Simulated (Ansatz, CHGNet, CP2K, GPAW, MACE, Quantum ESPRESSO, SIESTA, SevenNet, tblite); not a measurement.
## Finding the fault: CP2K, H16C6Br2N2O (Pca2_1) (108 atoms)

Program: CP2K 2026.2, a calculation on a cell of 64 H, 24 C, 8 Br, 8 N and 4 O, 9.42 Å³ an atom.

The input, input.inp:

```
&GLOBAL
  PROJECT cell
  RUN_TYPE ENERGY_FORCE
  PRINT_LEVEL LOW
&END GLOBAL
&FORCE_EVAL
  METHOD QS
  STRESS_TENSOR ANALYTICAL
  &DFT
    BASIS_SET_FILE_NAME BASIS_MOLOPT
    POTENTIAL_FILE_NAME GTH_POTENTIALS
    &MGRID
      CUTOFF 600
      REL_CUTOFF 50
      NGRIDS 5
    &END MGRID
    &QS
      EPS_DEFAULT 1.0E-12
    &END QS
    &SCF
      SCF_GUESS ATOMIC
      EPS_SCF 1.0E-06
      MAX_SCF 25
      &OT
        MINIMIZER DIIS
        PRECONDITIONER FULL_ALL
        ENERGY_GAP 0.001
      &END OT
      &OUTER_SCF
        EPS_SCF 1.0E-06
        MAX_SCF 2
      &END OUTER_SCF
      &PRINT
        &RESTART OFF
        &END RESTART
      &END PRINT
    &END SCF
    &XC
      &XC_FUNCTIONAL GGA
      &END XC_FUNCTIONAL
    &END XC
    &PRINT
      &MULLIKEN ON
      &END MULLIKEN
      &HIRSHFELD ON
        SHAPE_FUNCTION DENSITY
      &END HIRSHFELD
      &MO_CUBES
        NHOMO 1
        NLUMO 4
        WRITE_CUBE F
      &END MO_CUBES
    &END PRINT
  &END DFT
  &SUBSYS
    &CELL
      A 12.38280 0.00000 0.00000
      B 0.00000 8.31850 0.00000
      C 0.00000 0.00000 9.88060
    &END CELL
    &TOPOLOGY
      COORD_FILE_NAME structure.xyz
      COORD_FILE_FORMAT XYZ
    &END TOPOLOGY
    &KIND H
      BASIS_SET DZVP-MOLOPT-SR-GTH-q1
      POTENTIAL GTH-PBE-q1
    &END KIND
    &KIND C
      BASIS_SET DZVP-MOLOPT-SR-GTH-q4
      POTENTIAL GTH-PBE-q4
    &END KIND
    &KIND Br
      BASIS_SET DZVP-MOLOPT-SR-GTH-q7
      POTENTIAL GTH-PBE-q7
    &END KIND
    &KIND N
      BASIS_SET DZVP-MOLOPT-SR-GTH-q5
      POTENTIAL GTH-PBE-q5
    &END KIND
    &KIND O
      BASIS_SET DZVP-MOLOPT-SR-GTH-q6
      POTENTIAL GTH-PBE-q6
    &END KIND
  &END SUBSYS
  &PRINT
    &FORCES ON
    &END FORCES
    &STRESS_TENSOR ON
    &END STRESS_TENSOR
  &END PRINT
&END FORCE_EVAL
```

The input, structure.xyz:

```xyz
108

H 2.74205 6.14729 1.84797
H 9.70675 2.20124 6.81514
H 8.92812 2.24708 1.87208
H 3.47189 6.15927 6.83253
H 1.16869 5.66889 1.14753
H 11.23058 2.58622 6.04554
H 7.39488 2.68388 1.12530
H 4.93133 5.65916 6.09584
H 1.76046 3.97242 2.63792
H 10.63905 4.35174 7.63039
[... 94 atom lines left out ...]
O 1.10281 7.35988 2.41116
O 11.19975 0.99464 7.36599
O 7.29892 1.09621 2.40869
O 5.01479 7.28867 7.29287
```

The run is started by

```
$ OMP_NUM_THREADS=1 mpirun -np 4 cp2k.psmp -i input.inp > output.txt
```

The program printed:

```text
*   ___                                                                       *
 *  /   \                                                                      *
 * [ABORT]                                                                     *
 *  \___/                    invalid value for enumeration:GGA                 *
 *    |                                                                        *
 *  O/|                                                                        *
 * /| |                                                                        *
```

Run time: 0.62 s. Hardware: 4 MPI ranks of Arm Neoverse V1, shared host; peak memory 0.59 GiB; 1.8 s of CPU time.

Banners, paths, timers and routine set-up lines are dropped from the logs unmarked, and long logs keep their key lines alone; longer cuts are marked.

**Question.** Which part of the input is at fault, and how is it mended?

An unknown functional: functional gga. The sound run has functional pbe.

The program stopped at the start.

[Also dropped from logs without a mark: logging warnings of Python, and SIESTA's first energy breakdown and zero terms.]

[Logs are printed without paths, hosts, clocks, repeated set-up lines and the standing remarks that a program may print on its own settings, such as how far it seeks lower states.]

[Hosts, paths, dates, database ids (printed as entryN), source tags and the programs' standing remarks are cut or masked in the printed files.]
